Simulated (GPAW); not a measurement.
# Surface energy and work function of Li(100) from slabs of 4 to 14 layers (PBE)

How do energy and work function of Li(100) films settle with thickness, and what surface energy follows?

How it was computed: GPAW 26.7.0, plane waves at 450 eV with PAW setups; symmetric 1×1 slabs cut at the tabulated lattice constant (two decimals; low-temperature values for the alkali metals), atoms at bulk places, 7.5 Å of vacuum on each side, one in-plane mesh for all thicknesses, Fermi-Dirac smearing of 0.1 eV. Energies are extrapolated to zero smearing and count from the program's reference atoms. Functional PBE. The cell's area is 12.180 Å².

The runs, one held back:

| layers | energy (eV) | work function (eV) |
| --- | --- | --- |
| 4 | −6.8909 | 3.09 |
| 5 | −8.7881 | 2.96 |
| 6 | −10.6938 | 3.03 |
| 7 | −12.5849 | 3.03 |
| 8 | −14.4902 | 2.99 |
| 9 | −16.3852 | 3.04 |
| 10 | −18.2849 | 3.00 |
| 11 | −20.1849 | 3.01 |
| 12 | −22.0800 | 3.02 |
| 14 | ? | ? |

Q: What surface energy do these runs give, and what energy and work function should the 14-layer slab have?

A: A slab of n layers has E(n) = nε + 2Aγ once its middle is bulk-like. A line through n = 6 to 12 has the slope ε = −1.8983 eV a layer and the intercept 2Aγ = 0.6987 eV (r.m.s. residual 2.4 meV). So γ = 0.6987 / (2 × 12.180 Å²) = 0.0287 eV/Å² = 0.46 J/m², with a standard error of under 0.01 J/m² from the scatter about the line. For 14 layers: 0.6987 + 14 × (−1.8983) = −25.878 eV; the run gives −25.880 eV, 1.8 meV under the line. The work function has no such law: from 6 to 12 layers it moves between 2.99 and 3.04 eV (mean 3.02), and the 14-layer slab gives 3.02 eV. The thinnest slab, 4 layers, lies +0.07 eV from that mean. The values go up and down with thickness, as expected where levels confined across the film cross the Fermi level one by one.

**Limits.** The surfaces are unrelaxed, so γ is an upper bound for this functional and lattice constant. The tabulated lattice constant isn't the functional's own, which strains the slab a little.
